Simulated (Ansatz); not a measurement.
# Converging the smearing width for Be(0001) slab with a vacancy pit in a Python loop

How do energy, forces and time move with the smearing width?

Calculated with Ansatz 0.2.0; Kohn-Sham DFT, PBE, PAW, plane waves.

**1. The starting structure**

The cell holds 68 atoms: 68 Be. Cell: a = 6.858 Å, b = 9.144 Å, c = 20.960 Å, α = 90.0°, β = 90.0°, γ = 60.0°. Hcp Be (a = 2.286 A, c = 3.584 A), (0001) slab of 3 repeat layers, 3 x 4 surface cells, 12 A of vacuum; top layer removed within 2.31 A of one point (a pit); atoms within 3.23 A of the bottom held; every coordinate displaced by a Gaussian of 0.05 A. Vacuum lies along c.

**2. Running it**

The script builds the cell with ASE, from fixed seeds where it draws at random, so the run can be repeated from this text alone. The 3×3×1 mesh is chosen so that along the periodic directions points times cell width come to 17.8 Å or more. The builder fixes the bottom atoms; a single point refuses that, so the crystal is freed first. The narrowest smearing is the reference; the free energy moves with the width through its entropy term.

File test_settings.py:

```python
import time
import warnings
import numpy as np
from ase import Atoms
from ase.build import bulk, make_supercell, surface
from ase.constraints import FixAtoms
from ase.geometry import find_mic
import ansatz as az

warnings.simplefilter("ignore", az.DeckWarning)
u = bulk('Be', 'hcp', a=2.286, c=3.584)
u.positions += np.array([0, 0, 0.013]) @ u.cell[:]; u.wrap(eps=1e-6)
atoms = surface(u, [0, 0, 1], 3, vacuum=5)
atoms.set_cell(atoms.cell.cellpar(), scale_atoms=True)  # standard orientation
atoms.set_tags(0)
atoms = make_supercell(atoms, [[3, 0, 0], [4, 4, 0], [0, 0, 1]])
atoms.set_cell(atoms.cell.cellpar(), scale_atoms=True)  # standard orientation
z = atoms.positions[:, 2]; f = atoms.get_scaled_positions()
del atoms[(z > z.max() - 0.5) & (np.linalg.norm(find_mic((f - [0.88, 0.33, 0]) * [1, 1, 0] @ atoms.cell[:], atoms.cell)[0], axis=1) < 2.31)]
atoms.center(vacuum=6, axis=2); atoms.pbc = True
atoms.rattle(0.05, seed=70562)
atoms.set_constraint(FixAtoms(mask=atoms.positions[:, 2] < atoms.positions[:, 2].min() + 3.23))
atoms.wrap()
print(atoms.get_chemical_formula(), "-", len(atoms), "atoms; cell", atoms.cell.cellpar().round(3))

base = (
    az.Crystal.from_ase(atoms).free()
    .calculation()
    .functional("pbe")
    .basis(420)
    .kpoints(3, 3, 1)
    .forces()
    .band_table()
)

def gap_of(report):
    e = np.concatenate(report["eigenvalues_ev"]); f = np.concatenate(report["occupations"])
    f = f / f.max()  # a half-filled level counts on both sides, so the gap is then zero
    return e[f > 0.3].max(), e[f < 0.7].min()

rows = []
for width in [0.5, 0.3, 0.2, 0.1, 0.05, 0.02]:
    start = time.time()
    try:
        r = base.occupations("fermi_dirac", width=width).run(threads=4).report
    except az.AnsatzError as error:
        print(width, 'failed:', str(error)[:110])
        continue
    homo, lumo = gap_of(r)
    rows.append((width, r['free_energy_ev'] / len(atoms), np.array(r['forces_ev_ang']), max(lumo - homo, 0), np.nan, r['n_iterations'], time.time() - start))
    print(width, f"F = {r['free_energy_ev']:.4f} eV, {r['n_iterations']} iterations, {time.time() - start:.0f} s", flush=True)

ref = rows[-1]
scale = np.sqrt(np.mean(ref[2] ** 2))
print(f"r.m.s. force of the reference: {scale:.3f} eV/A")
print("   width  dE (meV/atom)  dF rms (meV/A)  dF (%)  gap (eV)  iter  time (s)")
for name, e, f, gap, p, n, t in rows:
    df = np.sqrt(np.mean((f - ref[2]) ** 2))
    print(f"{str(name):>8s} {1000 * (e - ref[1]):14.2f} {1000 * df:15.2f} {100 * df / scale:7.2f} {gap:9.3f} {n:5d} {t:9.1f}")
```

Command:

```bash
$ python test_settings.py
```

Output:

```text
Be68 - 68 atoms; cell [ 6.858  9.144 20.96  90.    90.    60.   ]
0.5 F = -6296.0834 eV, 8 iterations, 51 s
0.3 F = -6292.4297 eV, 8 iterations, 42 s
0.2 F = -6291.2736 eV, 8 iterations, 39 s
0.1 F = -6290.5600 eV, 8 iterations, 35 s
0.05 F = -6290.3828 eV, 8 iterations, 35 s
0.02 F = -6290.3319 eV, 10 iterations, 41 s
r.m.s. force of the reference: 0.398 eV/A
   width  dE (meV/atom)  dF rms (meV/A)  dF (%)  gap (eV)  iter  time (s)
     0.5         -84.58           59.30   14.90     0.000     8      51.3
     0.3         -30.85           39.63    9.96     0.000     8      42.0
     0.2         -13.85           28.42    7.14     0.000     8      39.4
     0.1          -3.36           15.14    3.81     0.000     8      35.2
    0.05          -0.75            7.40    1.86     0.000     8      35.3
    0.02           0.00            0.00    0.00     0.000    10      40.8
```

It took 4.1 min on 4 threads of Arm Neoverse V1, shared host; peak memory 3.7 GiB; 16 min of CPU time.

**3. Outcome**

```
reference run                           : 0.02, 41 s
r.m.s. force component of the reference : 0.398 eV/Å
largest r.m.s. force difference         : 59.3 meV/Å (0.5)
smallest r.m.s. force difference        : 7.40 meV/Å (0.05)
energy differences                      : -84.6 to -0.748 meV/atom
```

No other setting brings the forces within 1 % of the reference; the nearest is 7.4 meV/Å off, on forces of 0.40 eV/Å r.m.s. The last step still changes the forces by 1.9 %, so the reference itself isn't shown to be converged; on a fixed mesh a narrow width needs more k-points, so the two have to be converged together. Bands overlap or touch in every run, so the cell is a metal at this level and any non-zero gap printed is a spacing between sampled levels. A metal needs a dense mesh, and this one wasn't tested.

[Logs are printed without paths, hosts, clocks, repeated set-up lines and the standing remarks that a program may print on its own settings, such as how far it seeks lower states.]

[Hosts, paths, dates, database ids (printed as entryN), source tags and the programs' standing remarks are cut or masked in the printed files.]

[Scripts of this kind were picked in part by their result: those with far moves, changed bonds, near-zero gaps or large misses at database cells are mostly left out.]
